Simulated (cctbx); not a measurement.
**What is wrong with this refinement?**

Cell a = 11.5540 Å, b = 3.6220 Å, c = 18.8980 Å, α = 90.00°, β = 93.85°, γ = 90.00°; space group C2/m (no. 12).

Simulated single-crystal data (cctbx): Mo Kα, λ = 0.71073 Å, to d = 0.84 Å, 70 % of the full sphere, strongest reflection 20000 counts, noise from counting, a 2 % proportional error and a noise floor of 15 counts (s.d.); no absorption.

An anisotropic refinement with weights 1/σ² prints:

```text
Rint 0.023, 797 unique reflections to 0.84 A
cycle     R1     wR2    GooF  max shift (A)
   1  0.0331  0.0670   2.158   0.02540
   3  0.0316  0.0627   2.020   0.00016
final R1 0.0316 wR2 0.0627 GooF 2.020  parameters 68  data/parameter 11.7
atom        x        y        z      Ueq    occ   su(xyz)  su(Uiso or U11)
Bi1    0.76313  0.50000  0.91811   0.0023  1.000  0.00008  0.0004
Bi2    0.97893  0.00000  0.79014   0.0035  1.000  0.00007  0.0004
Bi3    0.86265  0.00000  0.45819   0.0027  1.000  0.00008  0.0004
Bi4    0.69896  0.00000  0.70902   0.0023  1.000  0.00007  0.0004
Ag1    0.00000  0.00000  0.00000   0.0047  1.000  0.00000  0.0012
Ag2    0.92097  0.50000  0.62594   0.0047  1.000  0.00016  0.0009
O1     0.90218  0.00000  0.89682   0.0007  1.000  0.00131  0.0078  NPD
O2     0.00000  0.50000  0.50000   0.0100  1.000  0.00000  0.0117  NPD
O3     0.84495  0.50000  0.73542   0.0052  1.000  0.00137  0.0080  NPD
O4     0.93769  0.00000  0.33999   0.0066  1.000  0.00155  0.0089  NPD
O5     0.61898  0.00000  0.81517   0.0109  1.000  0.00171  0.0113  NPD
O6     0.77596  0.00000  0.57459   0.0066  1.000  0.00146  0.0092
difference map: max 17.45 min -1.93 rms 0.70
Q1    0.1501  0.5000  0.9739    4   17.80  2.21 A from Bi1
Q2    0.0338  0.0000  0.6233    4    2.84  0.75 A from O4
Q3    0.1193  0.0000  0.0785    4    2.00  0.54 A from O1
Q4    0.1050  0.2503  0.0063    8    1.90  1.51 A from Ag1
Q5    0.1439  0.5000  0.1427    4    1.89  1.62 A from Bi1
Q6    0.2388  0.0000  0.8845    4    1.88  0.68 A from Bi1
```

Q: Accept it or mend it, and why?

Mend it. The fault: an atom left out, O at (0.6486, 0, 0.9731). Against the right model at the same level, R1 goes from 0.0146 to 0.0316 and GooF from 0.92 to 2.02 and the top difference peak, 17.8 e/Å³, lies 2.21 Å from Bi1. Q1 is the missing atom. With scattering power missing, scale and phases suffer, so peaks may also grow on the heavy atoms.

The compound is Ag3Bi8O13. The right model at the same level gives:

```text
Rint 0.023, 797 unique reflections to 0.84 A
cycle     R1     wR2    GooF  max shift (A)
   1  0.0176  0.0348   1.126   0.00704
   2  0.0146  0.0285   0.921   0.00044
final R1 0.0146 wR2 0.0285 GooF 0.921  parameters 74  data/parameter 10.8
atom        x        y        z      Ueq    occ   su(xyz)  su(Uiso or U11)
Bi1    0.76316  0.50000  0.91809   0.0023  1.000  0.00004  0.0002
Bi2    0.97893  0.00000  0.79012   0.0036  1.000  0.00003  0.0002
Bi3    0.86269  0.00000  0.45820   0.0029  1.000  0.00003  0.0002
Bi4    0.69898  0.00000  0.70901   0.0024  1.000  0.00003  0.0002
Ag1    0.00000  0.00000  0.00000   0.0048  1.000  0.00000  0.0005
Ag2    0.92112  0.50000  0.62593   0.0045  1.000  0.00007  0.0004
O1     0.90228  0.00000  0.89760   0.0054  1.000  0.00064  0.0039
O2     0.00000  0.50000  0.50000   0.0074  1.000  0.00000  0.0056  NPD
O3     0.84505  0.50000  0.73501   0.0065  1.000  0.00066  0.0040
O4     0.93828  0.00000  0.33959   0.0056  1.000  0.00068  0.0039
O5     0.62052  0.00000  0.81415   0.0109  1.000  0.00077  0.0050  NPD
O6     0.64832  0.00000  0.97365   0.0032  1.000  0.00062  0.0034  NPD
O7     0.77523  0.00000  0.57512   0.0036  1.000  0.00065  0.0041  NPD
difference map: max 2.05 min -1.98 rms 0.45
Q1    0.0316  0.0000  0.6225    4    2.05  0.78 A from O4
Q2    0.0802  0.0000  0.2934    4    1.55  1.68 A from Bi2
Q3    0.0131  0.5000  0.3009    4    1.52  1.53 A from Ag2
Q4    0.1096  0.0000  0.0664    4    1.52  0.70 A from O1
Q5    0.1164  0.0000  0.9073    4    1.52  1.69 A from Bi1
Q6    0.2198  0.5000  0.1979    4    1.45  1.52 A from O3
```

Isotropic U is held between 0.0001 and 1 Å² by the program, and listed peak heights are interpolated, so they can pass the grid's maximum.

This is a model crystal, built by substitution and not relaxed, with assumed displacement parameters.

[Middle refinement cycles are left out of these outputs.]

[Logs are printed without paths, hosts, clocks, repeated set-up lines and the standing remarks that a program may print on its own settings, such as how far it seeks lower states.]
